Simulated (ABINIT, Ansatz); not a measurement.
**Te (P3_121): one start, several treatments of the self-energy**

Wanted: the gap of Te (P3_121) under several approximations, with cost.

Program: ABINIT 10.8.3. Level of theory: PBE and many-body steps on it, plane waves. Results are calculated unless marked as measured.

## Step 1: Set-up

It takes space group P3_121 (No. 152, trigonal). Conventional cell: a = 4.457 Å, b = 4.457 Å, c = 5.929 Å, α = 90.00°, β = 90.00°, γ = 120.00°. Nearest to Te lie 2 Te at 2.84 Å.

Structure file:

```cif
data_structure
_symmetry_space_group_name_H-M 'P 1'
_symmetry_Int_Tables_number 1
_cell_length_a 4.4572
_cell_length_b 4.4572
_cell_length_c 5.9290
_cell_angle_alpha 90.000
_cell_angle_beta 90.000
_cell_angle_gamma 120.000
_cell_volume 102.01
loop_
_atom_site_label
_atom_site_type_symbol
_atom_site_fract_x
_atom_site_fract_y
_atom_site_fract_z
_atom_site_occupancy
Te1 Te 0.26330 0.00000 0.33333 1
Te2 Te 0.00000 0.26330 0.66667 1
Te3 Te 0.73670 0.73670 0.00000 1
```

The cell and positions come from the Crystallography Open Database and are kept as given unless a step says otherwise. Spin-orbit coupling is left out unless a step names it.

## Step 2: Empty states on the mesh, 3×3×2 mesh, 759 bands

This step: ABINIT 10.8.3; DFT, PBE, plane waves, norm-conserving pseudopotentials.

The sums over transitions need many empty states on a uniform mesh; this step solves for them.

The input, run.abi:

```
acell 3*1.0 Angstrom
rprim 
  4.457199999972 0.000000000006 0.000000000000
  -2.228599999992 3.860048429721 0.000000000000
  0.000000000000 0.000000000000 5.929000000000
ntypat 1
znucl 52
natom 3
typat 1 1 1
xred 
  0.263300000000 0.000000000000 0.333333333333
  0.000000000000 0.263300000000 0.666666666667
  0.736700000000 0.736700000000 -0.000000000000
pp_dirpath "pseudos"
pseudos "Te.upf"
ecut 39
ngkpt 3 3 2
nshiftk 1
shiftk 0 0 0
kptopt 1
chksymbreak 0
iscf -2
irdden 1
istwfk *1
nband 759
nbdbuf 68
tolwfr 1e-09
nstep 60
prtvol 0
indata_prefix "in"
outdata_prefix "out"
tmpdata_prefix "tmp"
```

Command:

```sh
$ OMP_NUM_THREADS=2 mpirun -n 6 abinit run.abi > log
```

Numbers of over 12 decimals in the logs are rounded to 6 here.

Log:

```text
.Version 10.8.3 of ABINIT. v10.8.2 released Aug 2026.

 Symmetries : space group P3_1 2 1 (#152); Bravais hP (primitive hexag.)
[... echo of the input left out ...]
== DATASET  1 ==================================================================
-   mpi_nproc: 6, omp_nthreads: 2 (-1 if OMP is not activated)

--- !DatasetInfo
iteration_state: {dtset: 1, }
dimensions: {natom: 3, nkpt: 6, mband: 759, nsppol: 1, nspinor: 1, nspden: 1, mpw: 8029, }
cutoff_energies: {ecut:  39.0, pawecutdg:  -1.0, }
[...]
7.45335    7.45335    7.47519    7.48892    7.48894    7.49859    7.53842    7.53864
   7.53920    7.54832    7.54851    7.56377    7.56406    7.56431    7.57567    7.58086
   7.58281    7.61155    7.62746    7.63603    7.64215    7.65273    7.67674
 prteigrs : prtvol=0 or 1, do not print more k-points.

== END DATASET(S) ==============================================================
================================================================================

 -outvars: echo values of variables after computation  --------
            nband         759
             nkpt           6
          spgroup         152
 [... the other variables as echoed above ...]

 Calculation completed.
```

The job ended after 7 min (6 MPI ranks of Arm Neoverse V2, shared host; peak memory 1.2 GiB; 67 min of CPU time).

Numbers from this step:

| Item | Value |
| --- | --- |
| gap | 0.1818 eV |
| k of the valence top | 0.3333, 0.3333, 0.5 |
| k of the conduction bottom | 0.3333, 0.3333, 0.5 |
| least direct gap | 0.1818 eV |
| k points computed | 6 |
| lowest point of the top converged band, above the valence top | 186.2630 eV |

On this mesh the gap is 0.182 eV.

The density comes from a self-consistent run that is not shown.

## Step 3: Screening, 3×3×2 mesh, 303 bands, screening to 176.9 eV

The RPA dielectric matrix is built and inverted for each q.

This step: RPA screening on PBE, plane waves, norm-conserving pseudopotentials.

Edit run.abi of step 2 so:

```diff
@@ -21,10 +21,11 @@
 chksymbreak 0
-iscf -2
-irdden 1
 istwfk *1
-nband 759
-nbdbuf 68
-tolwfr 1e-09
-nstep 60
-prtvol 0
+occopt 1
+irdwfk 1
+optdriver 3
+nband 303
+ecuteps 6.5
+inclvkb 2
+awtr 1
+symchi 1
 indata_prefix "in"
```

Command:

```sh
$ OMP_NUM_THREADS=1 mpirun -n 16 abinit run.abi > log
```

Log:

```text
.Version 10.8.3 of ABINIT. v10.8.2 released Aug 2026.

 Symmetries : space group P3_1 2 1 (#152); Bravais hP (primitive hexag.)
[... echo of the input left out ...]
== DATASET  1 ==================================================================
-   mpi_nproc: 16, omp_nthreads: 1 (-1 if OMP is not activated)

--- !DatasetInfo
iteration_state: {dtset: 1, }
dimensions: {natom: 3, nkpt: 6, mband: 303, nsppol: 1, nspinor: 1, nspden: 1, mpw: 8029, }
cutoff_energies: {ecut:  39.0, pawecutdg:  -1.0, }
electrons: {nelect:   7.20000000E+01, charge:   0.00000000E+00, occopt:   1.00000000E+00, tsmear:   1.00000000E-02, }

 SCREENING: Calculation of the susceptibility and dielectric matrices

 Based on a program developped by R.W. Godby, V. Olevano, G. Onida, and L. Reining.
 Incorporated in ABINIT by V. Olevano, G.-M. Rignanese, and M. Torrent.
.Using double precision arithmetic ; gwpc =  8

[... cell and pseudopotentials left out ...]
--------------------------------------------------------------------------------

 ==== K-mesh for the wavefunctions ====
 Number of points in the irreducible wedge :     6
[... list of points left out ...]
 Together with  6 symmetry operations and time-reversal symmetry
 yields    18 points in the full Brillouin Zone.

 ==== Q-mesh for the screening function ====
 Number of points in the irreducible wedge :     6
[... list of points left out ...]
 Together with  6 symmetry operations and time-reversal symmetry
 yields    18 points in the full Brillouin Zone.

 setmesh: FFT mesh size selected  =    30x   30x   45
          total number of points  =        40500

 vcoul_init : cutoff-mode = AUXILIARY_FUNCTION
 q-points for optical limit:   1
     1)      0.000010    0.000020    0.000030

- screening: taking advantage of time-reversal symmetry
- Maximum band index for partially occupied states nbvw = 36
- Remaining bands to be divided among processors   nbcw = 267
- Number of bands treated by each node ~16

 Number of electrons calculated from density =   72.0000; Expected =   72.0000
 average of density, n =  0.104592
 r_s =    1.3167
 omega_plasma =   31.1965 [eV]

 calculating chi0 at frequencies [eV] :
  1    0.000000E+00    0.000000E+00
  2    0.000000E+00    3.119646E+01

--------------------------------------------------------------------------------
  q-point number  1        q = ( 0.000000, 0.000000, 0.000000) [r.l.u.]
--------------------------------------------------------------------------------
[... chi0 elements left out ...]
 For q-point:  0.000010 0.000020 0.000030
  dielectric constant =   1.40723E+03
  dielectric constant without local fields =   1.74709E+03

  Average fulfillment of the sum rule on Im[epsilon] for q-point    1 :     71.40  [%]
[... wings left out ...]
  q-point number  2        q = ( 0.333333, 0.000000, 0.000000) [r.l.u.]
--------------------------------------------------------------------------------
[... chi0 elements left out ...]
  Average fulfillment of the sum rule on Im[epsilon] for q-point    2 :     75.10  [%]

 [... 4 further q-points ...]
```

Elapsed: 81 s, on 16 MPI ranks; peak memory 5.3 GiB; 21 min of CPU time.

Numbers from this step:

* ε∞ with local fields, on this mesh, along the program's q direction: 1407
* the same without local fields: 1747
* plasma frequency: 31.20 eV
* plane waves in the screening matrix: 529

Local fields lower ε∞ by 19 %. The value itself is an artefact of the mesh, where one narrow direct gap carries too much weight.

## Step 4: G0W0, Godby-Needs plasmon pole

The self-energy is evaluated for the states that the input lists, and the levels follow from it, in one-shot runs by the linearised quasiparticle equation.

This step: G0W0 on PBE, plane waves, norm-conserving pseudopotentials.

Edit run.abi of step 3 so:

```diff
@@ -24,8 +24,17 @@
 irdwfk 1
-optdriver 3
+optdriver 4
 nband 303
+gwcalctyp 0
+ecutsigx 39
+symsigma 1
+nkptgw 2
+kptgw 
+  0.3333333333 0.3333333333 0.5000000000
+  0.0000000000 0.0000000000 0.0000000000
+bdgw 
+  35 39
+  34 38
 ecuteps 6.5
-inclvkb 2
-awtr 1
-symchi 1
+irdscr 1
+ppmodel 1
 indata_prefix "in"
```

Log:

```text
.Version 10.8.3 of ABINIT. v10.8.2 released Aug 2026.

 Symmetries : space group P3_1 2 1 (#152); Bravais hP (primitive hexag.)
[... echo of the input left out ...]
== DATASET  1 ==================================================================
-   mpi_nproc: 16, omp_nthreads: 1 (-1 if OMP is not activated)

--- !DatasetInfo
iteration_state: {dtset: 1, }
dimensions: {natom: 3, nkpt: 6, mband: 303, nsppol: 1, nspinor: 1, nspden: 1, mpw: 8029, }
cutoff_energies: {ecut:  39.0, pawecutdg:  -1.0, }
electrons: {nelect:   7.20000000E+01, charge:   0.00000000E+00, occopt:   1.00000000E+00, tsmear:   1.00000000E-02, }

 SIGMA: Calculation of the GW corrections

 Based on a program developped by R.W. Godby, V. Olevano, G. Onida, and L. Reining.
 Incorporated in ABINIT by V. Olevano, G.-M. Rignanese, and M. Torrent.
.Using double precision arithmetic ; gwpc =  8

[... cell and pseudopotentials left out ...]
--------------------------------------------------------------------------------

 ==== K-mesh for the wavefunctions ====
 Number of points in the irreducible wedge :     6
[... list of points left out ...]
 Together with  6 symmetry operations and time-reversal symmetry
 yields    18 points in the full Brillouin Zone.

 ==== Q-mesh for screening function ====
 Number of points in the irreducible wedge :     6
[... list of points left out ...]
 Together with  6 symmetry operations and time-reversal symmetry
 yields    18 points in the full Brillouin Zone.

 vcoul_init : cutoff-mode = AUXILIARY_FUNCTION
 q-points for optical limit:   1
     1)      0.000010    0.000020    0.000030
 setmesh: FFT mesh size selected  =    45x   45x   72
          total number of points  =       145800

 Number of electrons calculated from density =   72.0000; Expected =   72.0000
 average of density, n =  0.104592
 r_s =    1.3167
 omega_plasma =   31.1965 [eV]

 === KS Band Gaps ===
  >>>> For spin  1
   Minimum direct gap =   0.1818 [eV], located at k-point      :   0.3333  0.3333  0.5000
   Fundamental gap    =   0.1818 [eV], Top of valence bands at :   0.3333  0.3333  0.5000
                                       Bottom of conduction at :   0.3333  0.3333  0.5000
 SIGMA fundamental parameters:
 PLASMON POLE MODEL  1
 number of plane-waves for SigmaX                 8029
 number of plane-waves for SigmaC and W            529
 number of plane-waves for wavefunctions          8029
 number of bands                                   303
 number of independent spin polarizations            1
 number of spinorial components                      1
 number of k-points in IBZ                           6
 number of q-points in IBZ                           6
 number of symmetry operations                       6
 number of k-points in BZ                           18
 number of q-points in BZ                           18
 number of frequencies for dSigma/dE                 9
 frequency step for dSigma/dE [eV]                0.25
 number of omega for Sigma on real axis              0
 max omega for Sigma on real axis  [eV]           0.00
 zcut for avoiding poles [eV]                     0.10

 EPSILON^-1 parameters (SCR file):
 dimension of the eps^-1 matrix on file            529
 dimension of the eps^-1 matrix used               529
 number of plane-waves for wavefunctions          8029
 number of bands                                   303
 number of q-points in IBZ                           6
 number of frequencies                               2
 number of real frequencies                          1
 number of imag frequencies                          1

 matrix elements of self-energy operator (all in [eV])

 Perturbative Calculation

--- !SelfEnergy_ee
iteration_state: {dtset: 1, }
kpoint     : [   0.333,    0.333,    0.500, ]
spin       : 1
KS_gap     :    0.182
QP_gap     :    0.455
Delta_QP_KS:    0.273
data: !SigmaeeData |
     Band     E0 <VxcDFT>   SigX SigC(E0)      Z dSigC/dE  Sig(E)    E-E0       E
       35   6.789 -13.358 -14.464   0.707   0.790  -0.266 -13.673  -0.315   6.473
       36   6.789 -13.358 -14.464   0.707   0.790  -0.266 -13.673  -0.315   6.473
       37   6.970 -12.734  -9.278  -3.510   0.792  -0.262 -12.776  -0.042   6.928
       38   8.255 -12.751  -9.028  -3.769   0.791  -0.264 -12.787  -0.036   8.218
       39   8.255 -12.751  -9.028  -3.769   0.791  -0.264 -12.787  -0.036   8.218

--- !SelfEnergy_ee
iteration_state: {dtset: 1, }
kpoint     : [   0.000,    0.000,    0.000, ]
spin       : 1
KS_gap     :    1.788
QP_gap     :    2.171
Delta_QP_KS:    0.383
data: !SigmaeeData |
     Band     E0 <VxcDFT>   SigX SigC(E0)      Z dSigC/dE  Sig(E)    E-E0       E
       34   5.149 -12.231 -14.293   1.517   0.783  -0.277 -12.658  -0.426   4.723
       35   5.149 -12.231 -14.293   1.517   0.783  -0.277 -12.658  -0.426   4.723
       36   6.054 -12.584 -14.420   1.313   0.786  -0.273 -12.994  -0.411   5.643
       37   7.841 -13.079  -9.444  -3.671   0.788  -0.269 -13.107  -0.028   7.813
       38   7.841 -13.079  -9.444  -3.671   0.788  -0.269 -13.107  -0.028   7.813

== END DATASET(S) ==============================================================
================================================================================

 -outvars: echo values of variables after computation  --------
           etotal      0.0000000000E+00
            nband         303
             nkpt           6
          spgroup         152
 [... the other variables as echoed above ...]

 Calculation completed.
```

Run time: 19 s. Hardware: 16 MPI ranks; peak memory 4.4 GiB; 5 min of CPU time.

Numbers from this step:

* G0W0 gap on the points computed: 0.4550 eV
* starting gap on the mesh: 0.1818 eV
* k of the valence top: 0.3333, 0.3333, 0.5
* k of the conduction bottom: 0.3333, 0.3333, 0.5
* Z at the valence top: 0.79
* Z at the conduction bottom: 0.792
* least direct G0W0 gap on the computed points: 0.4550 eV

The gap on the mesh goes from 0.18 eV to 0.46 eV, a correction of +0.27 eV.

## Step 5: G0W0, Engel-Farid plasmon pole

Edit run.abi of step 4 so:

```diff
@@ -38,3 +38,3 @@
 irdscr 1
-ppmodel 1
+ppmodel 4
 indata_prefix "in"
```

Log:

```text
.Version 10.8.3 of ABINIT. v10.8.2 released Aug 2026.

 Symmetries : space group P3_1 2 1 (#152); Bravais hP (primitive hexag.)
[... echo of the input left out ...]
== DATASET  1 ==================================================================
-   mpi_nproc: 16, omp_nthreads: 1 (-1 if OMP is not activated)

--- !DatasetInfo
iteration_state: {dtset: 1, }
dimensions: {natom: 3, nkpt: 6, mband: 303, nsppol: 1, nspinor: 1, nspden: 1, mpw: 8029, }
cutoff_energies: {ecut:  39.0, pawecutdg:  -1.0, }
electrons: {nelect:   7.20000000E+01, charge:   0.00000000E+00, occopt:   1.00000000E+00, tsmear:   1.00000000E-02, }

 SIGMA: Calculation of the GW corrections

 Based on a program developped by R.W. Godby, V. Olevano, G. Onida, and L. Reining.
 Incorporated in ABINIT by V. Olevano, G.-M. Rignanese, and M. Torrent.
.Using double precision arithmetic ; gwpc =  8

[... cell and pseudopotentials left out ...]
--------------------------------------------------------------------------------

 ==== K-mesh for the wavefunctions ====
 Number of points in the irreducible wedge :     6
[... list of points left out ...]
 Together with  6 symmetry operations and time-reversal symmetry
 yields    18 points in the full Brillouin Zone.

 ==== Q-mesh for screening function ====
 Number of points in the irreducible wedge :     6
[... list of points left out ...]
 Together with  6 symmetry operations and time-reversal symmetry
 yields    18 points in the full Brillouin Zone.

 vcoul_init : cutoff-mode = AUXILIARY_FUNCTION
 q-points for optical limit:   1
     1)      0.000010    0.000020    0.000030
 setmesh: FFT mesh size selected  =    45x   45x   72
          total number of points  =       145800

 Number of electrons calculated from density =   72.0000; Expected =   72.0000
[...]
number of omega for Sigma on real axis              0
 max omega for Sigma on real axis  [eV]           0.00
 zcut for avoiding poles [eV]                     0.10

 EPSILON^-1 parameters (SCR file):
 dimension of the eps^-1 matrix on file            529
 dimension of the eps^-1 matrix used               529
 number of plane-waves for wavefunctions          8029
 number of bands                                   303
 number of q-points in IBZ                           6
 number of frequencies                               2
 number of real frequencies                          1
 number of imag frequencies                          1

 matrix elements of self-energy operator (all in [eV])

 Perturbative Calculation

--- !SelfEnergy_ee
iteration_state: {dtset: 1, }
kpoint     : [   0.333,    0.333,    0.500, ]
spin       : 1
KS_gap     :    0.182
QP_gap     :    0.438
Delta_QP_KS:    0.256
data: !SigmaeeData |
     Band     E0 <VxcDFT>   SigX SigC(E0)      Z dSigC/dE  Sig(E)    E-E0       E
       35   6.789 -13.358 -14.464   0.485   0.781  -0.280 -13.843  -0.485   6.304
       36   6.789 -13.358 -14.464   0.485   0.781  -0.280 -13.843  -0.485   6.304
       37   6.970 -12.734  -9.278  -3.748   0.785  -0.274 -12.963  -0.229   6.742
[...]
--- !SelfEnergy_ee
iteration_state: {dtset: 1, }
kpoint     : [   0.000,    0.000,    0.000, ]
spin       : 1
KS_gap     :    1.788
QP_gap     :    2.142
Delta_QP_KS:    0.355
data: !SigmaeeData |
     Band     E0 <VxcDFT>   SigX SigC(E0)      Z dSigC/dE  Sig(E)    E-E0       E
[...]
37   7.841 -13.079  -9.444  -3.888   0.779  -0.284 -13.276  -0.197   7.645
       38   7.841 -13.079  -9.444  -3.888   0.779  -0.284 -13.276  -0.197   7.645

== END DATASET(S) ==============================================================
================================================================================

 -outvars: echo values of variables after computation  --------
           etotal      0.0000000000E+00
            nband         303
             nkpt           6
          spgroup         152
 [... the other variables as echoed above ...]

 Calculation completed.
```

It took 15 s on 16 MPI ranks; peak memory 3.6 GiB.

This step gave:

```yaml
g0w0_gap_on_the_points_computed: 0.4380 eV
starting_gap_on_the_mesh: 0.1818 eV
k_of_the_valence_top: 0.3333, 0.3333, 0.5
k_of_the_conduction_bottom: 0.3333, 0.3333, 0.5
z_at_the_valence_top: 0.781
z_at_the_conduction_bottom: 0.785
least_direct_g0w0_gap_on_the_computed_points: 0.4380 eV
```

Against G0W0 in ABINIT (3×3×2 mesh, 303 bands, screening to 176.9 eV, Godby-Needs plasmon pole), the gap moves by −0.017 eV.

[end of part 1 of 2]

[Paths, hosts, dates, memory and timing lines, banners, echoed tables and standing remarks are left out of the program output.]

[Logs are printed without paths, hosts, clocks, repeated set-up lines and the standing remarks that a program may print on its own settings, such as how far it seeks lower states.]

[Runs of the session that timed out or met a known fault of the program may be left out.]

[Hosts, paths, dates, database ids (printed as entryN), source tags and the programs' standing remarks are cut or masked in the printed files.]

[G0W0 gaps are taken among the corrected bands and points alone; a level outside them can change the order at an edge.]

[Where Ansatz stands beside ABINIT at settings called matched, ABINIT's density can come from a denser mesh and the files from another edition; pairs whose starting gaps differed by over 0.03 eV were left out, so agreement reads better than it is.]
